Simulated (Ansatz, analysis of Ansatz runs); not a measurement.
# Li5AuO4 (C2/m), nudged elastic band: V_O hop (2.9 Å) (q = 0), part 5 of 5

Wanted: path and barrier of a jump of O in Li5AuO4 (C2/m) at charge 0. The case: V_O hop (2.9 Å), in a cell of 80 host atoms with 1 O taken out.

Ansatz 0.2.0; plane-wave PAW DFT, PBEsol; nudged elastic band between two relaxed defect structures.

So far, barrier forward (eV): step 4 (nudged elastic band, charge 0, PBEsol) 2.30; step 6 (barrier from single points, PBEsol, denser k-mesh) 2.30; step 8 (barrier from single points, LDA, LDA PBEsol, analysis of Ansatz runs) 2.26; step 10 (barrier from single points, r2SCAN) 2.53.

## (11) Single point at the top of the path, PBEsol

A single point at the top of the band gives the levels near the gap and the populations there.

This step: plane-wave PAW DFT, PBEsol; single point of a defect supercell on a structure of the PBEsol path.

The input, q0.top.probe/input.yaml:

```yaml
crystal:
  lattice:
    - [9.40268524, 0.0, -0.02548652]
    - [0.0, 9.40405317, 0.0]
    - [-2.07562506, 0.0, 9.16358709]
  atoms:
    - { symbol: Li, position: [-0.00200753, 0.77915927, 0.25265616] }
    - { symbol: Li, position: [0.2523448, 0.28606742, 0.24743931] }
[... 25 atom lines left out ...]
    - { symbol: Li, position: [0.27321301, 0.72119934, 0.7678239] }
[... 1 atom line left out ...]
    - { symbol: Li, position: [0.24753758, 0.4701205, 0.49422007] }
[... 3 atom lines left out ...]
    - { symbol: O, position: [0.3695998, 0.33592747, 0.60932644] }
[... 1 atom line left out ...]
    - { symbol: O, position: [0.35416973, 0.8775944, 0.90371881] }
[... 7 atom lines left out ...]
    - { symbol: Li, position: [0.48753725, 0.72918186, -0.02474051] }
[... 15 atom lines left out ...]
    - { symbol: Li, position: [0.50002654, 0.89144205, 0.74645641] }
[... 3 atom lines left out ...]
    - { symbol: Li, position: [0.50496584, 0.72314125, 0.52526808] }
[... 2 atom lines left out ...]
    - { symbol: Li, position: [0.72538722, 0.71479277, 0.73948127] }
[... 2 atom lines left out ...]
    - { symbol: Au, position: [0.50489616, 0.50287065, 0.74245444] }
[... 1 atom line left out ...]
    - { symbol: O, position: [0.63614837, 0.86969288, 0.60814067] }
[... 1 atom line left out ...]
    - { symbol: O, position: [0.63583836, 0.33673339, 0.885362] }
[... 3 atom lines left out ...]
    - { symbol: O, position: [0.48498548, 0.71105615, 0.75924454] }
    - { symbol: O, position: [0.88326539, 0.14190207, 0.87804821] }
basis:
  ecutwfc: 420
  xc_grid: 2
hamiltonian:
  xc: pbesol
kpoints:
  mp_grid: { grid: [1, 1, 1], shift: [0.25, 0.25, 0.25] }
scf:
  occupations: { method: fixed }
  max_iter: 150
output:
  forces: true
  eigenvalues: true
  eigenstates: { localisation: true }
  populations: true
  write_density: true
  write_potential: true
  volumetric_format: npy
  elf: true
checkpoint:
  write: "../q0.top.probe.run"
  compress: false
  write_wavefunctions: false
  write_every: 100000
```

On the command line:

```sh
$ ansatz run input.yaml --threads 4 --pin off --max-ram 14131MiB --backend cpu --events-out ev --progress --plain --runs-dir out
```

Numbers of over 12 decimals in the logs are rounded to 6 here.

The program printed:

```text
[...]
Crystal: 79 atoms, lattice volume = 809.778 Å³
Basis set: ecut = 420 eV, 15817 PW (Γ), exchange–correlation on 128×128×128 points (8 copies of the dense FFT grid, shifted against one another)
Bands: 308, of which v1, the nominal top of the filled ones, is band 229 counted from 1 (228 counted from 0)
Symmetry: 1 space group operations
[...]
k-points: 1
[...]
SCF iter   1: F=—  HF=-129604.504664 eV  |F-HF|=—  |Δ(HF+E_count)|=         —  Δρ=1.48e-2  dr2=1.84e0  ethr=1.77e-3  ⟨swp⟩=5.0  Hψ=965  notcnv=0  defer=73
[...]
SCF iter  11: F=-129603.993100 eV  HF=-129603.993100 eV  |F-HF|=2.53e-8  |Δ(HF+E_count)|=   1.38e-8  Δρ=2.41e-6  dr2=5.69e-8  ethr=2.18e-11  ⟨swp⟩=19.0  Hψ=2759  notcnv=0
SCF 1 converged in 11 iterations: F = -129603.993100 eV  dr2 = 5.69e-8
[...]
SCF converged after 11 iterations
Free energy (F): -129603.993100 eV
[...]
[... 2 atoms left out ...]
  atom  70  Au    -0.02438054     0.01099554    -0.00489165
  [... 1 atom left out ...]
  atom  72  O      0.00109611    -0.00030305     0.00983213
  [... 1 atom left out ...]
  atom  74  O      0.01095591    -0.01375955     0.00540058
  [... 3 atoms left out ...]
  atom  78  O      0.02956153     0.01340147    -0.01856028
  [... 1 atom left out ...]
  max |Σ_I F_I| component: 1.52e-4 eV/Å
--- Band table (eV) ---
[...]
--- Löwdin populations: 79 sites ---
  site symbol       q [e]
     0     Li      2.2961
     1     Li      2.2903
[...]
27     Li      2.2928
[...]
35      O      7.0560
[...]
43     Li      2.2717
[...]
59     Li      2.2905
  [... 3 atoms left out ...]
    63     Li      2.2867
  [... 2 atoms left out ...]
    66     Li      2.3077
  [... 2 atoms left out ...]
    69     Au     18.4452
  [... 1 atom left out ...]
    71      O      7.0739
  [... 1 atom left out ...]
    73      O      7.2132
  [... 3 atoms left out ...]
    77      O      7.0737
  [... 1 atom left out ...]
  spilling = 0.009253 (of n_electrons = 458.000000)
[key lines of the parts left out:]
Fermi energy:    6.597706 eV
```

The job ended after 26 s (4 threads of Arm Neoverse V1, shared host; peak memory 1.5 GiB; 99 s of CPU time).

This step gave:

```yaml
free_energy: -129603.9931 eV
```

From eigenstates.tsv, first k-point; energies on the run's zero. The participation number counts the atoms that a state is spread over, of 79; bands count from 0.

```csv
spin,band,energy (eV),occupation,participation,largest share on,share
both,223,5.177,2.00,19.6,Au50,0.15
both,224,5.191,2.00,26.6,O74,0.09
both,225,5.224,2.00,20.0,Au31,0.14
both,226,5.761,2.00,5.6,O78,0.30
both,227,5.866,2.00,5.2,Au70,0.34
both,228,6.598,2.00,4.2,Au70,0.41
both,229,7.641,0.00,7.5,Au11,0.31
both,230,7.820,0.00,16.9,Au12,0.15
both,231,7.860,0.00,17.0,Au51,0.15
both,232,7.900,0.00,19.3,Au50,0.14
both,233,7.984,0.00,19.1,Au32,0.13
```

Under PBEsol at one point at (¼, ¼, ¼), the highest filled state is spread over 4 of 79 atoms, and the lowest empty one, 1.04 eV above it, is spread over 7 of 79 atoms.

Valence electrons by atom (Löwdin), nearest atoms first, with the excess over far atoms of the same element, which can also hold differences between inequivalent host sites (the log counts sites from 0):

```csv
atom,distance from the centre (Å),electrons,excess
O78,0.62,7.074,0.012
Au70,1.36,18.445,0.641
Li64,2.24,2.287,0.002
Li67,2.24,2.308,0.023
Li44,2.28,2.272,-0.013
Li28,2.28,2.293,0.008
Li60,2.29,2.291,0.006
O72,2.92,7.074,0.012
```

Valence density in the bc plane at fractional x = 0.500, through the centre, with atoms of Li and Au and O within 0.45 Å of it. It is the smooth field of the valence electrons, not physical close to the nuclei.

Values in e/Å³, 13 rows by 16 columns, each cell a mean:
```
 1  0  0  0  2  1  0  0  0  0  0  3  2  0  0  0
 0  0  0  0  0  0  0  0  0  0  0  0  0  0  0  0
 0  0  0  2  1  0  1  4  6  2  1  4  2  0  2  0
 0  0  0  4  1  0  1  7 10  3  1  4  1  1  4  0
 0  0  0  0  0  0  0  1  2  1  0  0  0  0  0  0
 0  0  0  0  1  0  0  0  0  0  0  3  1  0  0  0
 4  0  0  0  5  2  0  0  0  0  0  3  1  0  0  2
 1  0  0  0  0  0  0  0  0  0  0  0  0  0  0  0
 0  0  0  0  0  0  0  2  3  1  0  0  0  0  0  0
 0  0  1  5  1  0  1  8 11  3  0  0  5  2  0  0
 0  0  0  1  0  0  1  3  4  1  0  0  1  0  0  0
 0  0  0  0  0  0  0  0  0  0  0  0  0  0  0  0
 5  0  0  0  3  1  0  0  0  0  0  2  1  0  0  1
```
Columns run along b (9.4 Å), rows up along c (9.4 Å). Atoms in or near the plane, at fractional coordinates: Li at (0.79, 0.25), Li at (0.29, 0.00), Li at (0.73, 0.98), Li at (0.21, 0.25), Li at (0.01, 0.02), Au at (0.50, 0.25), Li at (0.89, 0.75), Li at (0.28, 0.50), Li at (0.72, 0.53), Li at (0.22, 0.75), Li at (0.01, 0.48), Au at (0.50, 0.74), O at (0.71, 0.76).

Electrostatic potential energy in the bc plane at fractional x = 0.500, through the centre, with atoms of Li and Au and O within 0.45 Å of it. With pseudopotentials it is smooth inside the atoms' cores, unlike the true potential.

Values in eV, 13 rows by 16 columns, each cell a mean:
```
 -4   6   9   4 -13  -5   8  10  10   9   3 -18 -11   7   9   1
  8  10  10   8   7   9   9   6   4   8   9   5   7   8   8   7
  7   9   3 -11  -2   8   1 -28 -34 -12  -6 -29  -7   0 -13   0
  7   8   1 -20  -7   8  -5 -38 -40 -22  -5 -24  -4  -5 -22  -4
  8  10   9   6   7  10   7  -7 -12   2   8   8   9   7   5   7
  1   8  10   6  -4   2   9  10  10   9   2 -15  -6   8   9   4
-23   1   8   0 -24 -11   8  10  10   9   2 -18  -8   8   8 -12
 -4   6   9   7   2   5   9   9   8   9   9   7   8  10   9   1
  9   9   7   2   6   9   4 -16 -20  -2   8   8   1   4   9   9
 10   8  -5 -25  -5   7  -9 -40 -40 -23   6   1 -24 -13   7   9
  9   9   4  -5   3   8   1 -25 -29  -7   8   7  -3   2   8   9
  1   7   9   8   6   8   9   7   6   9   9   8   8  10   9   5
-23   0   9   2 -18  -8   8  10  10   9   5 -10  -5   8   8 -11
```
Columns run along b (9.4 Å; values clipped at the 3rd and 97th percentile), rows up along c (9.4 Å). Atoms in or near the plane, at fractional coordinates: Li at (0.79, 0.25), Li at (0.29, 0.00), Li at (0.73, 0.98), Li at (0.21, 0.25), Li at (0.01, 0.02), Au at (0.50, 0.25), Li at (0.89, 0.75), Li at (0.28, 0.50), Li at (0.72, 0.53), Li at (0.22, 0.75), Li at (0.01, 0.48), Au at (0.50, 0.74), O at (0.71, 0.76).

ELF in the bc plane at fractional x = 0.500, through the centre, with atoms of Li and Au and O within 0.45 Å of it. It is the smooth field of the valence electrons, not physical close to the nuclei.

Ten even steps from '_' (0.12 × 1e-1) to '@' (9.78 × 1e-1), each cell a mean:
```
++::________--@@##..______________::@@@@==________::
____..--::..____________........____::--____..::..__
__..--==--..____..::....::----::..::::::..__..::..__
____::--..______::::..::--==--::::**%%##++..________
__________----__....::==++++++::--####%%##::..==::__
________--@@@@::__..::==**##**--==##==**%%::++@@%%..
________::%%##..__..::==**##**----####%%##..==%%**__
____....________::::..--++++++--::++####==..__..____
__..::--::____..--::..::--====--::::::::..__......__
____::--::______..::....::------..__....__..::--::__
..____....__..--::______....::..__::%%%%::__..::____
@@==________++@@%%..______________--@@@@::________++
@@++__..____==%%**__________________----____..____##
==....----____..____..__........::::______::--::__::
__..==++==..____::::::..::::....--==::____::==--..__
__..--==::____..--::::::====--::::--::______::::..__
____..__..--::__....::==++**++--....__..==--________
________++@@%%____..--++**##**==::____==@@@@::______
________==%%**____..::++****++==....__::%%**..______
____....__..____::::::--++++==::::::..______....____
__..--==--____..----::::----::..::--::____::==--..__
____::==--..____..::::..........::--..____--==--..__
%%==__....____--..____________....________..::..__==
@@**________++@@%%..______________..##%%::________##
```
Columns run along b (9.4 Å), rows up along c (9.4 Å). Atoms in or near the plane, at fractional coordinates: Li at (0.79, 0.25), Li at (0.29, 0.00), Li at (0.73, 0.98), Li at (0.21, 0.25), Li at (0.01, 0.02), Au at (0.50, 0.25), Li at (0.89, 0.75), Li at (0.28, 0.50), Li at (0.72, 0.53), Li at (0.22, 0.75), Li at (0.01, 0.48), Au at (0.50, 0.74), O at (0.71, 0.76).

The distance between the highest filled and the lowest empty level goes from 1.77 eV at the start to 1.04 eV at the top.

## (12) What came out

| Property | Result |
| --- | --- |
| barrier forward | 2.30 eV |
| barrier backward | 2.29 eV |
| end less start | 0.01 eV |
| hop length | 2.79 Å |
| band iterations, as the log counts them | 8 |
| barrier from single points, PBEsol, denser k-mesh | 2.30 eV |
| barrier from single points, LDA | 2.26 eV |
| barrier from single points, r2SCAN | 2.53 eV |

In words: The top of the band lies 2.30 eV above the start and 2.29 eV above the end. With an assumed prefactor of 1e13 per second it gives one hop a second along this one path at about 890 K; whether such hops link up through the crystal wasn't checked. At the top O78 stands 1.71 Å from its nearest Li, 0.17 Å closer than at the start. Across functionals on this path (PBEsol 2.301, LDA 2.258 and r2SCAN 2.527 eV) the forward values spread by 0.269 eV. The order of the top as a saddle was not checked for all atoms, so a bent path could be lower. Keep in mind: one k-point off the zone centre stands for the whole zone; spin–orbit coupling, which can matter with heavy atoms, is left out.

[Logs are printed without paths, hosts, clocks, repeated set-up lines and the standing remarks that a program may print on its own settings, such as how far it seeks lower states.]

[Hosts, paths, dates, database ids (printed as entryN), source tags and the programs' standing remarks are cut or masked in the printed files.]
